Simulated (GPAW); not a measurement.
# A 7-layer slab of Ca(111) in an electric field

Aim: the dipole that a field along the normal induces in a 7-layer slab of Ca(111).

Program: GPAW 26.7.0. Level of theory: GPAW, PAW setups; slab in vacuum, relaxation, in the first sound run; inputs show where later runs differ. Results are calculated unless marked as measured.

### Step 1. Set-up

The cell holds 7 atoms: 7 Ca. Its edges and angles: a = 3.946 Å, b = 3.946 Å, c = 33.330 Å, α = 90.0°, β = 90.0°, γ = 60.0°. Vacuum lies along c.

### Step 2. Relaxing the atoms

The atoms are relaxed first, since the surface dipole, and with it the work function, follows the positions of the outer layers. The lowest 3 atoms are held at bulk positions and keep their forces.

Contents of run.py:

```python
import json
import numpy as np
from ase import Atoms
from ase.constraints import FixAtoms
from ase.optimize import BFGS
from gpaw import GPAW, PW

slab = Atoms(
    ['Ca', 'Ca', 'Ca', 'Ca', 'Ca', 'Ca', 'Ca'],
    positions=[
        [0.00000, 0.00000, 7.00000],
        [1.97283, 1.13901, 10.22161],
        [3.94566, 2.27803, 13.44323],
        [0.00000, 0.00000, 16.66484],
        [1.97283, 1.13901, 19.88646],
        [3.94566, 2.27803, 23.10807],
        [0.00000, 0.00000, 26.32969]],
    cell=[[3.94566, 0.0, 0.0], [1.97283, 3.41704, 0.0], [0.0, 0.0, 33.32969]],
    pbc=[True, True, False])

slab.calc = GPAW(mode=PW(400), xc='PBE', kpts={'size': (9, 9, 1), 'gamma': True},
                 occupations={'name': 'fermi-dirac', 'width': 0.1}, nbands='160%',
                 convergence={'density': 1e-05}, maxiter=200,
                 poissonsolver={'dipolelayer': 'xy'},
                 symmetry={'tolerance': 1e-3, 'extra_ids': [1, 1, 1, 0, 0, 0, 0]}, txt='slab.txt')
result = {}
slab.set_constraint(FixAtoms([0, 1, 2]))
path = []
opt = BFGS(slab, maxstep=0.2)
opt.attach(lambda: path.append((slab.get_potential_energy(), slab.positions.tolist(), slab.get_forces().tolist())))
result['relaxed'] = bool(opt.run(fmax=0.03, steps=40))
result['path'] = path
energy = slab.get_potential_energy()
fermi = slab.calc.get_fermi_level()
v = slab.calc.get_electrostatic_potential().mean((0, 1)) - fermi
n = slab.calc.get_pseudo_density().mean((0, 1))
L = slab.cell[2, 2]
z = np.arange(len(v)) * L / len(v)
low, high = slab.positions[:, 2].min(), slab.positions[:, 2].max()
below, above = np.interp([low - 4.8, high + 4.8], z, v)
slopes = [np.interp(x, z, np.gradient(v, z)) for x in (low - 4.8, high + 4.8)]
eps = np.array([[slab.calc.get_eigenvalues(k, s) for k in range(len(slab.calc.get_ibz_k_points()))]
                for s in range(slab.calc.get_number_of_spins())]) - fermi
top, bottom = eps[eps < 0].max(), eps[eps > 0].min()
dipole = slab.get_dipole_moment()[2]
print(f'energy {energy:.4f} eV, Fermi level {fermi:.4f} eV, dipole {dipole:.5f} e A')
print(f'potential 4.8 A off the faces, from the Fermi level: lower {below:.4f} eV, upper {above:.4f} eV')
print(f'slope of the potential there: lower {slopes[0]:.5f}, upper {slopes[1]:.5f} eV/A')
print(f'nearest levels on the mesh: {top:.4f} and {bottom:.4f} eV')
print('magnetic moment', round(slab.get_magnetic_moment(), 3))
result.update(energy=energy, fermi=fermi, dipole=dipole, below=below, above=above, slopes=slopes, edges=[top, bottom],
              z=z.tolist(), v=v.tolist(), n=n.tolist(), positions=slab.positions.tolist(),
              forces=slab.get_forces(apply_constraint=False).tolist(), moments=slab.get_magnetic_moments().tolist())
json.dump(result, open('result.json', 'w'))
```

Launch:

```sh
$ OMP_NUM_THREADS=1 OPENBLAS_NUM_THREADS=1 python run.py
```

What it wrote:

```text
Step          Energy          fmax
BFGS:    0      -13.449052        0.093212
BFGS:    1      -13.449225        0.091022
BFGS:    2      -13.452590        0.030001
BFGS:    3      -13.452636        0.036142
BFGS:    4      -13.452720        0.041031
BFGS:    5      -13.452969        0.047563
BFGS:    6      -13.453301        0.045575
BFGS:    7      -13.453611        0.029755
energy -13.2998 eV, Fermi level 1.2750 eV, dipole 0.00265 e A
potential 4.8 A off the faces, from the Fermi level: lower 3.0001 eV, upper 2.9656 eV
slope of the potential there: lower -0.00662, upper 0.00669 eV/A
nearest levels on the mesh: -0.0090 and 0.0197 eV
magnetic moment 0.0
```

It took 16 min on 1 thread of Intel Xeon Platinum 8488C (Sapphire Rapids), shared host; peak memory 0.35 GiB.

The steps of the relaxation:

```csv
step,energy less that of the first step (eV),largest force (eV/Å)
1,0.0000,0.0932
2,-0.0002,0.0910
3,-0.0035,0.0300
4,-0.0035,0.0361
5,-0.0036,0.0410
6,-0.0039,0.0476
7,-0.0043,0.0456
8,-0.0048,0.0298
```

The atoms that moved most (Å):

```csv
atom,dx,dy,dz,length
Ca7,0.000,0.000,-0.095,0.095
Ca5,0.000,0.000,0.024,0.024
Ca6,0.000,0.000,0.017,0.017
```

The relaxed structure:

```xyz
7
Lattice="3.9457 0.0000 0.0000 1.9728 3.4170 0.0000 0.0000 0.0000 33.3297" Properties=species:S:1:pos:R:3
Ca    0.0000    0.0000    7.0000
Ca    1.9728    1.1390   10.2216
Ca    3.9457    2.2780   13.4432
Ca    0.0000    0.0000   16.6685
Ca    1.9728    1.1390   19.9101
Ca    3.9457    2.2780   23.1250
Ca    0.0000    0.0000   26.2349
```

This step gave:

| Property | Result |
| --- | --- |
| dipole along the normal | 0.002652 e·Å |
| levels nearest the Fermi level on the mesh | -0.008984, 0.01967 eV from the Fermi level |
| upper work function | 2.966 eV |
| lower work function | 3.000 eV |

The electrostatic potential energy of an electron (without an applied field's), less the Fermi level, planar mean oscillates, so the rows of the table below give means over windows of 3.23 Å about each position, cut where the curve ends. Its maxima inside the range that stand out by 2 % of the span (Å: eV): 8.6: 1.69, 11.9: 1.70, 15.1: 1.72, 18.3: 1.75, 21.6: 1.67, 24.7: 1.47. Its minima: 7.0: -11.9, 10.2: -11.8, 13.4: -11.8, 16.7: -11.8, 19.9: -11.8, 23.1: -11.8, 26.2: -11.9.

Electrostatic potential energy of an electron (without an applied field's), less the Fermi level, planar mean against z; means over each step:

```
z (Å)  electrostatic potential energy of an electron (without an applied field's), less the Fermi level, planar mean (eV)
 1.61                                                                                                                3.00
 4.84                                                                                                                1.50
 8.07                                                                                                               -3.25
11.30                                                                                                               -3.19
14.53                                                                                                               -3.18
17.76                                                                                                               -3.14
20.99                                                                                                               -3.21
24.22                                                                                                               -3.48
27.45                                                                                                               -2.13
30.68                                                                                                                2.94
```

The pseudo valence density, planar mean oscillates, so the rows of the table below give means over windows of 3.12 Å about each position, cut where the curve ends. Its maxima inside the range that stand out by 2 % of the span (Å: e/Å³): 7.1: 0.683, 10.2: 0.699, 13.5: 0.671, 16.7: 0.699, 20.0: 0.676, 23.1: 0.700, 26.2: 0.704. Its minima: 8.5: 0.0507, 11.9: 0.0508, 15.0: 0.0510, 18.3: 0.0504, 21.5: 0.0509, 24.6: 0.0543.

Pseudo valence density, planar mean against z; means over each step:

```
z (Å)  pseudo valence density, planar mean (e/Å³)
 1.56                                      7.2e-5
 4.68                                      0.0179
 7.80                                       0.235
10.92                                       0.235
14.04                                       0.235
17.16                                       0.235
20.28                                       0.236
23.40                                       0.237
26.52                                       0.230
29.64                                     0.00290
32.76                                      1.4e-5
```

The relaxation lowered the energy of the cell by 0.00477 eV (energies extrapolated to zero smearing; the optimiser's log prints free energies). The largest force left on a free atom is 0.030 eV/Å.

### Step 3. The slab's potential

With the geometry fixed, the planar mean of the potential gives the vacuum level on each side.

This step: GPAW, PAW setups; slab in vacuum (GPAW 26.7.0).

run.py: that of step 2 with these lines changed.

```diff
@@ -3,4 +3,2 @@
 from ase import Atoms
-from ase.constraints import FixAtoms
-from ase.optimize import BFGS
 from gpaw import GPAW, PW
@@ -13,6 +11,6 @@
         [3.94566, 2.27803, 13.44323],
-        [0.00000, 0.00000, 16.66484],
-        [1.97283, 1.13901, 19.88646],
-        [3.94566, 2.27803, 23.10807],
-        [0.00000, 0.00000, 26.32969]],
+        [-0.00000, -0.00000, 16.66852],
+        [1.97283, 1.13901, 19.91005],
+        [3.94566, 2.27803, 23.12499],
+        [-0.00000, -0.00000, 26.23489]],
     cell=[[3.94566, 0.0, 0.0], [1.97283, 3.41704, 0.0], [0.0, 0.0, 33.32969]],
@@ -24,10 +22,4 @@
                  poissonsolver={'dipolelayer': 'xy'},
-                 symmetry={'tolerance': 1e-3, 'extra_ids': [1, 1, 1, 0, 0, 0, 0]}, txt='slab.txt')
+                 symmetry={'tolerance': 1e-3}, txt='slab.txt')
 result = {}
-slab.set_constraint(FixAtoms([0, 1, 2]))
-path = []
-opt = BFGS(slab, maxstep=0.2)
-opt.attach(lambda: path.append((slab.get_potential_energy(), slab.positions.tolist(), slab.get_forces().tolist())))
-result['relaxed'] = bool(opt.run(fmax=0.03, steps=40))
-result['path'] = path
 energy = slab.get_potential_energy()
```

What it wrote:

```text
energy -13.2998 eV, Fermi level 1.2750 eV, dipole 0.00263 e A
potential 4.8 A off the faces, from the Fermi level: lower 3.0000 eV, upper 2.9658 eV
slope of the potential there: lower -0.00662, upper 0.00670 eV/A
nearest levels on the mesh: -0.0090 and 0.0197 eV
magnetic moment 0.0
```

The job ended after 3.8 min (1 thread; peak memory 0.34 GiB).

This step gave:

```
dipole along the normal                    : 0.002627 e·Å
levels nearest the Fermi level on the mesh : -0.008982, 0.01966 eV from the Fermi level
```

The electrostatic potential energy of an electron (without an applied field's), less the Fermi level, planar mean oscillates, so the rows of the table below give means over windows of 3.23 Å about each position, cut where the curve ends. Its maxima inside the range that stand out by 2 % of the span (Å: eV): 8.6: 1.69, 11.9: 1.70, 15.1: 1.72, 18.3: 1.75, 21.6: 1.67, 24.7: 1.47. Its minima: 7.0: -11.9, 10.2: -11.8, 13.4: -11.8, 16.7: -11.8, 19.9: -11.8, 23.1: -11.8, 26.2: -11.9.

Electrostatic potential energy of an electron (without an applied field's), less the Fermi level, planar mean against z; means over each step:

z (Å), electrostatic potential energy of an electron (without an applied field's), less the Fermi level, planar mean (eV) and a bar from the least value:
```
     1.61        3.0 ##############################
     4.84        1.5 #######################
     8.07       -3.2 #
    11.30       -3.2 #
    14.53       -3.2 #
    17.76       -3.1 ##
    20.99       -3.2 #
    24.22       -3.5 
    27.45       -2.1 ######
    30.68        2.9 ##############################
```

The pseudo valence density, planar mean oscillates, so the rows of the table below give means over windows of 3.12 Å about each position, cut where the curve ends. Its maxima inside the range that stand out by 2 % of the span (Å: e/Å³): 7.1: 0.683, 10.2: 0.699, 13.5: 0.671, 16.7: 0.699, 20.0: 0.676, 23.1: 0.700, 26.2: 0.704. Its minima: 8.5: 0.0507, 11.9: 0.0508, 15.0: 0.0510, 18.3: 0.0504, 21.5: 0.0509, 24.6: 0.0543.

Table of pseudo valence density, planar mean by z; means over each step:

(Unchanged from step 2.)

Force by atom:

```
atom  x (eV/Å)  y (eV/Å)  z (eV/Å)    size
 Ca1    0.0000    0.0000    0.0926  0.0926
 Ca2    0.0000    0.0000   -0.0598  0.0598
 Ca3    0.0000    0.0000    0.0006  0.0006
 Ca4    0.0000    0.0000    0.0141  0.0141
 Ca5    0.0000    0.0000   -0.0205  0.0205
 Ca6    0.0000    0.0000   -0.0296  0.0296
 Ca7    0.0000    0.0000    0.0033  0.0033
```

The potential is flat to 0.007 eV/Å where it is read, so the vacuum is wide enough.

### Step 4. In a field

A uniform field along the normal polarises the slab; the atoms stay fixed, so this is the electronic response alone.

run.py: that of step 3 with these lines changed.

```diff
@@ -4,2 +4,3 @@
 from gpaw import GPAW, PW
+from gpaw.external import ConstantElectricField
 
@@ -22,2 +23,3 @@
                  poissonsolver={'dipolelayer': 'xy'},
+                 external=ConstantElectricField(-0.2, [0, 0, 1]),
                  symmetry={'tolerance': 1e-3}, txt='slab.txt')
```

What it wrote:

```text
energy -13.3356 eV, Fermi level 1.2728 eV, dipole -0.36223 e A
potential 4.8 A off the faces, from the Fermi level: lower 0.5607 eV, upper 5.4181 eV
slope of the potential there: lower -0.00470, upper 0.01179 eV/A
nearest levels on the mesh: -0.0090 and 0.0197 eV
magnetic moment 0.0
```

It took 8.7 min on 1 thread; peak memory 0.62 GiB.

This step gave:

- dipole along the normal: -0.3622 e·Å
- levels nearest the Fermi level on the mesh: -0.009034, 0.01970 eV from the Fermi level
- potential below the slab, the applied field's own ramp left out: 0.5607 eV from the Fermi level
- potential above the slab, the applied field's own ramp left out: 5.418 eV from the Fermi level

The electrostatic potential energy of an electron (without an applied field's), less the Fermi level, planar mean oscillates, so the rows of the table below give means over windows of 3.23 Å about each position, cut where the curve ends. Its maxima inside the range that stand out by 2 % of the span (Å: eV): 8.6: 0.0797, 11.9: 0.736, 15.1: 1.41, 18.3: 2.08, 21.6: 2.65, 24.7: 3.08, 32.2: 5.43. Its minima: 7.0: -13.9, 10.2: -13.1, 13.4: -12.5, 16.7: -11.8, 19.9: -11.2, 23.1: -10.5, 26.2: -10.00.

Electrostatic potential energy of an electron (without an applied field's), less the Fermi level, planar mean against z; means over each step:

z (Å), electrostatic potential energy of an electron (without an applied field's), less the Fermi level, planar mean (eV) and a bar from the least value:
```
     1.61        0.7 ################
     4.84       -0.8 ############
     8.07       -5.0 
    11.30       -4.3 ##
    14.53       -3.6 ####
    17.76       -2.9 ######
    20.99       -2.3 ########
    24.22       -2.0 #########
    27.45        0.0 ##############
    30.68        5.4 ##############################
```

Force by atom:

```csv
atom,x (eV/Å),y (eV/Å),z (eV/Å),size
Ca1,0.0000,0.0000,0.0954,0.0954
Ca2,0.0000,0.0000,-0.0629,0.0629
Ca3,0.0000,0.0000,-0.0005,0.0005
Ca4,0.0000,0.0000,0.0127,0.0127
Ca5,0.0000,0.0000,-0.0220,0.0220
Ca6,0.0000,0.0000,-0.0325,0.0325
Ca7,0.0000,0.0000,0.0098,0.0098
```

The dipole is now -0.362 e Å, against 0.0026 in the run without a field.

### Step 5. In a field

run.py: that of step 4 with these lines changed.

```diff
@@ -23,3 +23,3 @@
                  poissonsolver={'dipolelayer': 'xy'},
-                 external=ConstantElectricField(-0.2, [0, 0, 1]),
+                 external=ConstantElectricField(-0.1, [0, 0, 1]),
                  symmetry={'tolerance': 1e-3}, txt='slab.txt')
```

What it wrote:

```text
energy -13.3085 eV, Fermi level 1.2751 eV, dipole -0.17972 e A
potential 4.8 A off the faces, from the Fermi level: lower 1.7769 eV, upper 4.1869 eV
slope of the potential there: lower -0.00549, upper 0.00892 eV/A
nearest levels on the mesh: -0.0090 and 0.0198 eV
magnetic moment 0.0
```

Elapsed: 8 min, on 1 thread; peak memory 0.61 GiB.

Numbers from this step:

```
dipole along the normal                                         : -0.1797 e·Å
levels nearest the Fermi level on the mesh                      : -0.009031, 0.01976 eV from the Fermi level
potential below the slab, the applied field's own ramp left out : 1.777 eV from the Fermi level
potential above the slab, the applied field's own ramp left out : 4.187 eV from the Fermi level
```

The electrostatic potential energy of an electron (without an applied field's), less the Fermi level, planar mean oscillates, so the rows of the table below give means over windows of 3.23 Å about each position, cut where the curve ends. Its maxima inside the range that stand out by 2 % of the span (Å: eV): 8.6: 0.884, 11.9: 1.22, 15.1: 1.57, 18.3: 1.92, 21.6: 2.16, 24.7: 2.28, 32.6: 4.19. Its minima: 7.0: -12.9, 10.2: -12.5, 13.4: -12.2, 16.7: -11.8, 19.9: -11.5, 23.1: -11.1, 26.2: -11.0.

Table of electrostatic potential energy of an electron (without an applied field's), less the Fermi level, planar mean by z; means over each step:

```
z (Å)  electrostatic potential energy of an electron (without an applied field's), less the Fermi level, planar mean (eV)
 1.61                                                                                                                1.85
 4.84                                                                                                               0.342
 8.07                                                                                                               -4.11
11.30                                                                                                               -3.73
14.53                                                                                                               -3.39
17.76                                                                                                               -3.03
20.99                                                                                                               -2.78
24.22                                                                                                               -2.73
27.45                                                                                                               -1.05
30.68                                                                                                                4.16
```

Force by atom:

| atom | x (eV/Å) | y (eV/Å) | z (eV/Å) | size |
| --- | --- | --- | --- | --- |
| Ca1 | 0.0000 | 0.0000 | 0.0940 | 0.0940 |
| Ca2 | 0.0000 | 0.0000 | -0.0617 | 0.0617 |
| Ca3 | 0.0000 | 0.0000 | 0.0000 | 0.0000 |
| Ca4 | 0.0000 | 0.0000 | 0.0134 | 0.0134 |
| Ca5 | 0.0000 | 0.0000 | -0.0216 | 0.0216 |
| Ca6 | 0.0000 | 0.0000 | -0.0316 | 0.0316 |
| Ca7 | 0.0000 | 0.0000 | 0.0064 | 0.0064 |

The dipole is now -0.180 e Å, against 0.0026 in the run without a field.

### Step 6. In a field

run.py: that of step 5 with these lines changed.

```diff
@@ -23,3 +23,3 @@
                  poissonsolver={'dipolelayer': 'xy'},
-                 external=ConstantElectricField(-0.1, [0, 0, 1]),
+                 external=ConstantElectricField(-0.05, [0, 0, 1]),
                  symmetry={'tolerance': 1e-3}, txt='slab.txt')
```

What it wrote:

```text
energy -13.3019 eV, Fermi level 1.2754 eV, dipole -0.08860 e A
potential 4.8 A off the faces, from the Fermi level: lower 2.3873 eV, upper 3.5753 eV
slope of the potential there: lower -0.00601, upper 0.00774 eV/A
nearest levels on the mesh: -0.0090 and 0.0197 eV
magnetic moment 0.0
```

Elapsed: 10 min, on 1 thread; peak memory 0.62 GiB.

### Step 7. In a field

run.py: that of step 6 with these lines changed.

```diff
@@ -23,3 +23,3 @@
                  poissonsolver={'dipolelayer': 'xy'},
-                 external=ConstantElectricField(-0.05, [0, 0, 1]),
+                 external=ConstantElectricField(0.05, [0, 0, 1]),
                  symmetry={'tolerance': 1e-3}, txt='slab.txt')
```

What it wrote:

```text
energy -13.3022 eV, Fermi level 1.2741 eV, dipole 0.09369 e A
potential 4.8 A off the faces, from the Fermi level: lower 3.6148 eV, upper 2.3582 eV
slope of the potential there: lower -0.00735, upper 0.00577 eV/A
nearest levels on the mesh: -0.0089 and 0.0196 eV
magnetic moment 0.0
```

It took 8.4 min on 1 thread; peak memory 0.62 GiB.

(Part 1 of 2 ends here.)

[Logs are printed without paths, hosts, clocks, repeated set-up lines and the standing remarks that a program may print on its own settings, such as how far it seeks lower states.]

[Hosts, paths, dates, database ids (printed as entryN), source tags and the programs' standing remarks are cut or masked in the printed files.]
